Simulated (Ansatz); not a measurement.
# PbC (model cell, started as CsCl type): from the cell to its phonons, part 2 of 2

Wanted: phonon frequencies of PbC (model cell, started as CsCl type) and what follows from them.

Ansatz 0.2.0; DFT LDA, scalar-relativistic, plane waves, PAW.

So far. Step 4 (Tight relaxation): The forces vanish by symmetry and the pressure is 0.000 GPa, within the tolerances set. The cell now holds 16.18 Å³/atom. Step 5 (Linear response at the zone centre): Before it was imposed, the acoustic sum rule was missed by 1.7e-4 eV/Å². Small misses are needed for a sound result but don't prove that mesh and cutoff are converged. The lowest optical mode is imaginary, 72.7i cm⁻¹, so the energy falls along it. The relaxed cell has a = 3.187 Å (conventional setting).

The structure was built from a prototype and need not be the compound's stable phase.

## 6. Phonons on a q mesh

Stability and thermal properties need the whole zone. Linear response on a 4×4×4 q mesh gives force constants as far as a supercell of that size would.

The input, input.yaml:

```yaml
crystal:
  lattice:
    - [3.1867856418, 0.0, 0.0]
    - [0.0, 3.1867856418, 0.0]
    - [0.0, 0.0, 3.1867856418]
  atoms:
    - { symbol: Pb, position: [0.0, 0.0, 0.0] }
    - { symbol: C, position: [0.5, 0.5, 0.5] }
kpoints:
  mp_grid: { grid: [12, 12, 12] }
hamiltonian:
  xc: lda
scf:
  occupations: { method: methfessel_paxton, width: 0.15 }
output:
  eigenvalues: true
phonons:
  method: dfpt
  qmesh: [4, 4, 4]
  temperatures: { t_max: 1000, t_step: 50 }
  qpath:
    path:
      - [[0.0, 0.0, 0.0], [0.0, 0.5, 0.0], [0.5, 0.5, 0.0], [0.0, 0.0, 0.0], [0.5, 0.5, 0.5], [0.0, 0.5, 0.0]]
      - [[0.5, 0.5, 0.5], [0.5, 0.5, 0.0]]
    npoints: 10
```

The run is started by

```console
ansatz run input.yaml --threads 4 --pin off --max-ram 7168MiB --backend cpu --events-out ev --progress --plain --runs-dir out
```

Numbers of over 12 decimals in the logs are rounded to 6 here.

The log of the run:

```text
[...]
Crystal: 2 atoms, lattice volume = 32.364 Å³
Basis set: ecut = 420 eV, 619 PW (Γ), exchange–correlation on 48×48×48 points (8 copies of the dense FFT grid, shifted against one another)
Bands: 13, of which v1, the nominal top of the filled ones, is band 9 counted from 1 (8 counted from 0)
Symmetry: 48 space group operations
k-points: 84 of 1728
[...]
SCF iter   1: F=—  HF=-11840.704171 eV  |F-HF|=—  |Δ(HF+E_count)|=         —  Δρ=8.78e-3  dr2=3.55e-2  ethr=1.77e-3  ⟨swp⟩=5.6  Hψ=14123  notcnv=0  defer=47
[...]
SCF iter   8: F=-11840.693254 eV  HF=-11840.693254 eV  |F-HF|=1.82e-12  |Δ(HF+E_count)|=  7.86e-10  S|Δr|=    0.00e0  Δρ=1.24e-7  dr2=4.18e-12  ethr=1.00e-12  ⟨swp⟩=10.1  Hψ=9330  notcnv=0
SCF 1 converged in 8 iterations: F = -11840.693254 eV  dr2 = 4.18e-12
[...]
SCF iter   3: F=-11840.693254 eV  HF=-11840.693254 eV  |F-HF|=3.64e-12  |Δ(HF+E_count)|=  1.82e-12  S|Δr|=    0.00e0  Δρ=5.49e-8  dr2=4.38e-13  ethr=1.00e-12  ⟨swp⟩=1.0  Hψ=2531  notcnv=0
SCF 2 converged in 3 iterations: F = -11840.693254 eV  dr2 = 4.38e-13
phonons: the bands overlap, so this run is a metal and interpolates without the dipole-dipole term. If the crystal is really an insulator or semiconductor, its LO-TO splitting is missing
NSCF: frozen V_eff on 84 k-points
WARN: eigensolver did not converge in 2 slots of this pass, the one above among them; of largest residual over every band (k=81): 1 band(s) unlocked (lowest unlocked band 16, counted from 0; max residual 1.29e-3 eV among the unlocked bands, 1.29e-3 eV over every band); of lowest unlocked band (k=80): band 16
[...]
DFPT response loops at q = (0, 0, 0) (fractional): preconditioner auto → Kerker (q_TF=auto, 2.474 Å⁻¹) (partly filled bands, converged f_vac=0.000); β = 1.00, the filter's whole step (`scf.mixing.beta` (0.50) is not read by the response loops under this deck's `scf.mixing.preconditioner`; to damp them name `kerker` or `kerker_dos`, under which they read `scf.mixing.beta`, and type it under 1.00, their step now; both keys bind the ground state too); Broyden in place of MSR1
[...]
SCF converged after 8 iterations
[...]
Free energy (F): -11840.693254 eV
[...]
Internal energy: -11840.692501 eV  (E = F + TS)
E sigma→0 (E₀):  -11840.693065 eV
Entropy (-TS):   -0.000753 eV (-0.376 meV/atom)
Fermi energy:    12.127672 eV
[...]
--- Band table (eV; the first three rows and the last of 84) ---
  k-point 0: bands = [... 5 lower, -1.8101, 8.5090, 11.3537, 11.3537, 11.3537, 20.3757, 20.3757, 21.7437, ... 4 higher]
  k-point 1: bands = [... 5 lower, -1.7055, 8.1115, 11.4432, 11.4432, 11.5117, 19.9427, 20.4168, 21.5817, ... 4 higher]
  k-point 2: bands = [... 5 lower, -1.3890, 7.1403, 11.6996, 11.6996, 11.8587, 18.9515, 20.5383, 21.1104, ... 4 higher]
  k-point 83: bands = [... 5 lower, 4.3648, 8.1621, 10.7073, 10.7073, 10.7073, 11.8549, 11.8549, 11.8549, ... 4 higher]
--- Phonons (Γ-DFPT): 2 representative perturbations + reference (Σ response iterations 7) ---
  ASR residual: 1.485e-4 → 0.000e0 eV/Å²; symmetrization residual: 2.120e-6 eV/Å²
  ASR residual per site (eV/Å²): 2.28e-5 1.48e-4
  Γ frequencies (cm⁻¹): -72.66 -72.66 -72.66 0.00 0.00 0.00
--- Phonons (arbitrary-q DFPT): 10 irreducible q on the 4×4×4 mesh ---
  q = [0.0000, 0.0000, 0.0000] (star 1, of the zone-centre solve; hermiticity 1.92e-5, symmetrization 1.53e-11): -72.66 -72.66 -72.66 -0.00 0.00 0.00
  q = [0.0000, 0.0000, 0.2500] (star 6, 4 solved perturbations in 1848 linear systems a pass and spin channel, the states on 588 of 1728 k-point pairs; hermiticity 5.98e-7, symmetrization 2.63e-12): -27.99 -27.99 69.27 86.79 86.79 87.01
[...]
q = [0.0000, 0.2500, -0.5000] (star 12, 6 solved perturbations on 588 of 1728 k-point pairs; hermiticity 2.45e-7, symmetrization 4.01e-14): -107.91 -63.11 -46.87 71.90 80.71 118.55
[...]
sum rule: each row above includes the acoustic sum rule's correction from the zone centre's row sums; it moved no ω² by more than (1.83 cm⁻¹)²
  mesh force constants: q→R imaginary residual 1.56e-19; ASR residual 1.485e-4 → 0.000e0 eV/Å²; symmetrization residual 3.553e-15 eV/Å²
  interpolated dispersion: 62 rows × 6 modes
  density of states and harmonic sums: on the 20×20×20 q-mesh, interpolated from the force constants of a 4×4×4 supercell (no non-analytic term)
  largest difference from the sums on the solved wave vectors: F 9.16e-2 eV, S 1.05e-4 and C_V 2.81e-5 eV/K
  zero-point energy: 0.017945 eV/cell   skipped modes (ω ≤ 0): 685, of them read as no rigid motion or as one in doubt: 682 (2.467e0 modes/cell left out, lowest -252.58 cm⁻¹)   left out of the sums: 4.11e-1 of the cell's modes: C_V's classical limit lies that fraction below 3 k_B per atom; for a crystal, a wire or a layer, F and S can be off by more, and a phonons.interpolated_qmesh denser along its periods is the remedy for the sampling
```

The job ended after 3 min (4 threads of Arm Neoverse V1, shared host; peak memory 1.4 GiB; 12 min of CPU time).

Numbers from this step:

```yaml
sum_rule_residual_before_enforcement: 1.48e-4 eV/Å²
lowest_frequency_on_the_path: -249.8 cm⁻¹
highest_frequency_on_the_path_or_at_a_solved_wavevector: 145.6 cm⁻¹
lowest_mode_on_the_q_mesh_acoustic_modes_at_gamma_apart: -249.8 cm⁻¹
```

Frequencies (cm⁻¹) solved at each irreducible wavevector; negative means imaginary. Frequencies by wavevector, by row:

```
q in reciprocal lattice units  star  mode 1  mode 2  mode 3  mode 4  mode 5  mode 6
                        0 0 0     1   -72.7   -72.7   -72.7       0       0       0
                     0 0 0.25     6     -28     -28    69.3    86.8    86.8      87
                     0 0 -0.5     3   -36.6   -36.6   106.5     116   134.8   134.8
                  0 0.25 0.25    12  -145.8  -136.9  -133.3   -36.7    75.8    85.9
                  0 0.25 -0.5    12  -107.9   -63.1   -46.9    71.9    80.7   118.5
                  0 -0.5 -0.5     3  -186.4   -58.1   111.1   111.1   125.2   125.2
               0.25 0.25 0.25     8  -249.8   -23.2   -23.2    75.2    75.2    77.4
               0.25 0.25 -0.5    12  -247.2  -108.8    64.7    69.9   112.6   131.5
               0.25 -0.5 -0.5     6  -211.7    60.4   107.8   107.8   143.3   143.3
               -0.5 -0.5 -0.5     1    65.6    65.6    65.6   101.1   101.1   101.1
```

Interpolated from a 4×4×4 q mesh. The phonon branches at the labelled points (cm⁻¹):

| point | branch 1 | branch 2 | branch 3 | branch 4 | branch 5 | branch 6 |
| --- | --- | --- | --- | --- | --- | --- |
| Γ | -73 | -73 | -73 | 0 | 0 | 0 |
| halfway | -28 | -28 | 69 | 87 | 87 | 87 |
| X | -37 | -37 | 106 | 116 | 135 | 135 |
| halfway | -108 | -63 | -47 | 72 | 81 | 119 |
| M | -186 | -58 | 111 | 111 | 125 | 125 |
| halfway | -146 | -137 | -133 | -37 | 76 | 86 |
| Γ | -73 | -73 | -73 | 0 | 0 | 0 |
| halfway | -250 | -23 | -23 | 75 | 75 | 77 |
| R | 66 | 66 | 66 | 101 | 101 | 101 |
| halfway | -247 | -109 | 65 | 70 | 113 | 132 |
| X | -37 | -37 | 106 | 116 | 135 | 135 |
| jump to R | 66 | 66 | 66 | 101 | 101 | 101 |
| halfway | -212 | 60 | 108 | 108 | 143 | 143 |
| M | -186 | -58 | 111 | 111 | 125 | 125 |

The phonon branches as a text plot (rows in cm⁻¹):

```
    137 |      **                                 ***   **  ****
    121 |     ************                       *   ***** *    *
    104 |    *****   ********               ********** **********
     88 |   ***   *** *    ***           ***    ****  **   *
     71 |   *     *          **        **   *****  **     * *
     55 |  *      ** *   *    **     *** ***         **      *
     39 | **      *             *   ***          *    *
     22 |*                       * *                  *   *
      6 |**                      **
    -11 |                       *                      *
    -27 |  ****  *            **        *       *      **     *
    -44 |      ******     ****               *           *     *
    -60 |**        * *****      ** **             *             *
    -77 |*                *    *  *  ***             * *
    -93 |                 *    *    *              *
   -110 |                     *                     *
   -126 |                  ****                  *
   -143 |           *      ***              *
   -159 |            *    *          **                    *
   -176 |             * **                            *
   -192 |              *                          *         *   *
   -209 |                                  *                 ***
   -225 |                              *           * *
   -242 |                               ***         *
         Γ      X      M          Γ            R        X|R     M
```

Tetrahedra on a 20×20×20 mesh, mean over bins of 5 cm-1. Interpolated from a 4×4×4 q mesh. The phonon density of states by wavenumber; read off at these points:

```csv
wavenumber (cm⁻¹),phonon density of states (1/cm⁻¹/cell)
-252,0.00106
-238,0.00814
-222,0.00895
-212,0.00674
-198,0.00609
-182,0.00625
-168,0.00555
-158,0.00474
-142,0.00382
-128,0.00515
-112,0.00617
-102,0.00788
-88,0.0109
-72,0.0140
-58,0.0202
-52,0.0233
-48,0.0198
-32,0.0224
-18,0.0121
-2,0.0087
8,0.00964
22,0.0128
38,0.0158
52,0.0217
62,0.0286
78,0.0339
92,0.0399
108,0.0563
118,0.0464
132,0.00858
148,3.0e-5
```

The partial phonon density of states has structure finer than the step of the table below, so its rows give means over 10 cm⁻¹, whole bins alone (the curve runs from -262 to 156 cm⁻¹). Peaks (cm⁻¹: height): C -207.1: 0.0112, -104.6: 0.0129, -80.9: 0.0168, -62.5: 0.0181, 84.6: 0.0152, 97.8: 0.0138, 113.5: 0.0130; Pb -31.0: 0.0239, 55.7: 0.0216, 105.6: 0.0452.

Phonopy on the run's constants, 17x17x17 mesh, Gaussian sigma 3.0 cm-1. Interpolated from a 4×4×4 q mesh. The partial phonon density of states by wavenumber; means over each step; values in 1/cm⁻¹/cell:

```csv
wavenumber (cm⁻¹),C,Pb
-250,0.00439,0
-240,0.00792,4.9e-6
-230,0.00899,8.2e-6
-220,0.00614,7.8e-6
-210,0.00925,2.0e-5
-200,0.00505,1.2e-5
-190,0.00505,1.8e-5
-180,0.00665,3.8e-5
-170,0.00575,4.2e-5
-160,0.00417,1.9e-5
-150,0.00477,6.9e-5
-140,0.00503,7.0e-5
-130,0.00484,9.8e-5
-120,0.00450,7.7e-5
-110,0.00805,1.6e-4
-100,0.0104,3.0e-4
-90,0.00740,2.4e-4
-80,0.0144,4.7e-4
-70,0.0133,8.5e-4
-60,0.0149,0.00257
-50,0.0116,0.00883
-40,0.00859,0.0161
-30,0.00636,0.0203
-20,0.00258,0.00806
-10,0.00112,0.00364
0,8.3e-4,0.00147
10,0.00229,0.00430
20,0.00324,0.00954
30,0.00730,0.0120
40,0.00581,0.0126
50,0.00701,0.0143
60,0.00890,0.0177
70,0.00896,0.0195
80,0.0117,0.0217
90,0.0129,0.0265
100,0.0132,0.0377
110,0.0118,0.0428
120,0.0102,0.0174
130,0.00779,3.9e-4
140,0.00651,1.4e-5
150,2.6e-4,5.0e-8
```

Second derivatives of the energy by pair, one row for each kind of neighbour of each atom listed. Each entry sums the pair over the periodic images of the supercell that the q mesh stands for, and in a polar crystal it holds the long-range dipole part too. Force constants by pair, by row:

```
atom  neighbour  distance (Å)  third of the trace (eV/Å²)  along the pair's line (eV/Å²)
 Pb1     itself             0                       4.133                              –
 Pb1          C          2.76                      0.0846                         0.0441
 Pb1         Pb         3.187                     -0.6857                         -2.686
 Pb1         Pb         4.507                     -0.0186                        -0.0369
 Pb1          C         5.285                     -0.0313                        -0.0543
 Pb1         Pb          5.52                      0.0065                        -0.0644
 Pb1         Pb         6.374                      0.0168                         0.0528
 Pb1          C         6.945                     3.00e-4                       -7.00e-4
 Pb1         Pb         7.126                       0.015                         0.0044
  C2     itself             0                     -0.3965                              –
  C2         Pb          2.76                      0.0846                         0.0441
  C2          C         3.187                      0.0268                        -0.2152
  C2          C         4.507                      0.0052                         0.2396
  C2         Pb         5.285                     -0.0313                        -0.0543
  C2          C          5.52                      -0.042                        -0.1872
  C2          C         6.374                      0.2465                         0.5796
  C2         Pb         6.945                     3.00e-4                       -7.00e-4
  C2          C         7.126                      0.0059                        -0.0547
```

Symmetry leaves 10 wavevectors to solve. The lowest mode among them, the acoustic zeros apart, lies at q = (0.25, 0.25, 0.25) and is imaginary, 249.8i cm⁻¹, so the energy falls along it.

## 7. Another isotope, element C, natural mass 12.011 amu

An isotope changes the mass and not the force constants, so no new electronic calculation is needed; the shifts show which modes move this element.

The same force constants with the mass of C changed from 12.011 to 13.003 u (phonopy, no LO-TO term). Both lists are sorted by frequency; levels can cross, so a row need not hold one and the same mode. Modes under 3 cm⁻¹ are left out. Isotope shifts, by row:

```
          q  rank  natural mass (cm⁻¹)  changed mass (cm⁻¹)
      0 0 0     1               -72.66               -69.99
      0 0 0     2               -72.66               -69.99
      0 0 0     3               -72.66               -69.99
   0 0 0.25     1               -27.99               -27.98
   0 0 0.25     2               -27.99               -27.98
   0 0 0.25     3                69.27                66.64
   0 0 0.25     4                86.79                83.43
   0 0 0.25     5                86.79                83.43
   0 0 0.25     6                87.01                86.93
   0 0 -0.5     1               -36.56               -36.56
   0 0 -0.5     2               -36.56               -36.56
   0 0 -0.5     3                106.5                102.3
   0 0 -0.5     4                  116                  116
   0 0 -0.5     5                134.8                129.5
   0 0 -0.5     6                134.8                129.5
0 0.25 0.25     1               -145.8               -140.2
0 0.25 0.25     2               -136.9               -131.8
0 0.25 0.25     3               -133.3               -128.2
0 0.25 0.25     4               -36.69               -36.65
0 0.25 0.25     5                75.75                75.73
0 0.25 0.25     6                85.86                85.72
```

A mode of this element alone would shift by -3.89 %.

## 8. Another isotope, element Pb, natural mass 207.2 amu

The same for Pb, from 207.20 to 203.97 u.

The same force constants with the mass of Pb changed from 207.200 to 203.973 u (phonopy, no LO-TO term). Both lists are sorted by frequency; levels can cross, so a row need not hold one and the same mode. Modes under 3 cm⁻¹ are left out. Isotope shifts, by row:

```
          q  rank  natural mass (cm⁻¹)  changed mass (cm⁻¹)
      0 0 0     1               -72.66               -72.69
      0 0 0     2               -72.66               -72.69
      0 0 0     3               -72.66               -72.69
   0 0 0.25     1               -27.99               -28.21
   0 0 0.25     2               -27.99               -28.21
   0 0 0.25     3                69.27                69.29
   0 0 0.25     4                86.79                86.79
   0 0 0.25     5                86.79                86.79
   0 0 0.25     6                87.01                87.68
   0 0 -0.5     1               -36.56               -36.85
   0 0 -0.5     2               -36.56               -36.85
   0 0 -0.5     3                106.5                106.5
   0 0 -0.5     4                  116                116.9
   0 0 -0.5     5                134.8                134.8
   0 0 -0.5     6                134.8                134.8
0 0.25 0.25     1               -145.8               -145.8
0 0.25 0.25     2               -136.9                 -137
0 0.25 0.25     3               -133.3               -133.3
0 0.25 0.25     4               -36.69               -36.97
0 0.25 0.25     5                75.75                76.34
0 0.25 0.25     6                85.86                 86.5
```

A mode of this element alone would shift by +0.79 %.

## 9. What came out

* space group after relaxation (within 0.01 Å): Pm-3m
* volume per atom: 16.2 Å³
* electronic character: no gap on this mesh
* highest optical mode at the zone centre (no LO-TO term): -72.7 cm⁻¹
* lowest optical zone-centre mode: -72.7 cm⁻¹
* lowest mode on the q mesh (acoustic modes at Γ apart): -250 cm⁻¹
* highest frequency on the path or at a solved wavevector: 146 cm⁻¹
* imaginary modes on the 4×4×4 q mesh: yes

Modes are clearly imaginary (beyond 10i cm⁻¹) at 9 of the 10 irreducible wavevectors, most at q = (0.25, 0.25, 0.25) (249.8i cm⁻¹), so this structure is not a minimum of the energy. The optical modes at Γ form one degenerate level at -73 cm⁻¹ (negative means imaginary). With no gap, or one that is small against the smearing, the frequencies hang on the k mesh and the smearing, most of all near Kohn anomalies. Spin-orbit coupling is left out, which can matter for the heavy elements here. A phonon run warned that its eigensolver left some bands unconverged in a pass. The starting cell was built on a prototype and not taken from a measurement, so the phase need not exist. These are harmonic frequencies at zero temperature: anharmonic shifts, linewidths and thermal expansion are left out.

[Logs are printed without paths, hosts, clocks, repeated set-up lines and the standing remarks that a program may print on its own settings, such as how far it seeks lower states.]

[Hosts, paths, dates, database ids (printed as entryN), source tags and the programs' standing remarks are cut or masked in the printed files.]
